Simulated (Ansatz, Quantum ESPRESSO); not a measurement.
## Equation of state of fcc Pd

How stiff is fcc Pd under hydrostatic load? Each row relaxes cell and atoms at a set pressure. The phase is followed to these pressures whether or not it stays the stable one.

Calculated with Quantum ESPRESSO 7.5, PBEsol, GBRV 1.5 ultrasoft potentials, cutoff 680 eV, Fermi–Dirac smearing 0.05 eV, k-mesh 19×19×19, no spin polarisation, no spin-orbit coupling.

Reference cell, relaxed at zero pressure with PBEsol (Fm-3m): a = 2.7442 Å, b = 2.7442 Å, c = 2.7442 Å, α = 60.00°, β = 60.00°, γ = 60.00°.

```
atom       x       y       z
  Pd  0.0000  0.0000  0.0000
```

```csv
V (Å³/atom),V/V0,P (GPa),E − E0 (meV/atom)
14.2833,0.9774,4.962,5.4
13.9970,0.9578,9.921,19.0
13.7415,0.9404,14.903,39.1
13.5126,0.9247,19.866,64.2
13.1122,0.8973,29.829,126.5
```

V0 = 14.6130 Å³ an atom, where the residual pressure P0 is −0.011 GPa. **Question.** Fit the Birch–Murnaghan law and give the pressure and the energy at V = 14.9148 Å³ an atom, a row left out above.

With the Eulerian strain f = ½[(V0/V)^(2/3) − 1] and F = (P − P0)/[3f(1 + 2f)^(5/2)], the third-order law is the line F = B0 + (3/2) B0 (B′ − 4) f.

| f | F (GPa) |
| --- | --- |
| 0.03746 | 221.65 |
| 0.02679 | 217.07 |
| 0.02092 | 214.46 |
| 0.01456 | 211.57 |
| 0.00766 | 208.19 |

A straight line through the 5 rows: the means are 0.02148 for f and 214.59 for F, Σ(Δx)² = 0.0005227 and ΣΔxΔy = 0.2354, so the slope is 0.2354/0.0005227 = 450.32 and the intercept 214.59 − (450.32)(0.02148) = 204.92.

Hence B0 = 204.9 GPa and B′ = 4 + (450.3)/(1.5 × 204.9) = 5.47. For the withheld volume f = −0.00677, F = 201.87 GPa and P = −3.97 GPa, an extrapolation past the fitted rows. The run itself gives −3.99 GPa, so the estimate misses by 0.02 GPa; the fitted rows themselves lie up to 0.02 GPa off the law.

Integrating the same law gives E − E0 = (9/2) B0 V0 f²[1 + (B′ − 4) f] + P0(V0 − V), with 1 GPa Å³ = 6.2415 meV: 3.8 meV an atom. The run itself gives 3.4 meV, so the estimate misses by 0.4 meV; the fitted rows themselves lie up to 2.1 meV off the law.

The same fit over all rows at other levels or in other programs gives B0 = 204 GPa with PBEsol (Ansatz).

Measured volume: 14.750 Å³ an atom (doi:10.1016/0022-5088(81)90140-5), so V0 is −0.9 % off. A stiffness follows the volume as d ln B/d ln V = −B′, which moves B0 by about −5 % when it is taken at the measured volume.

The calculation is for a static lattice, while measurements hold thermal and zero-point motion.

[Logs are printed without paths, hosts, clocks, repeated set-up lines and the standing remarks that a program may print on its own settings, such as how far it seeks lower states.]
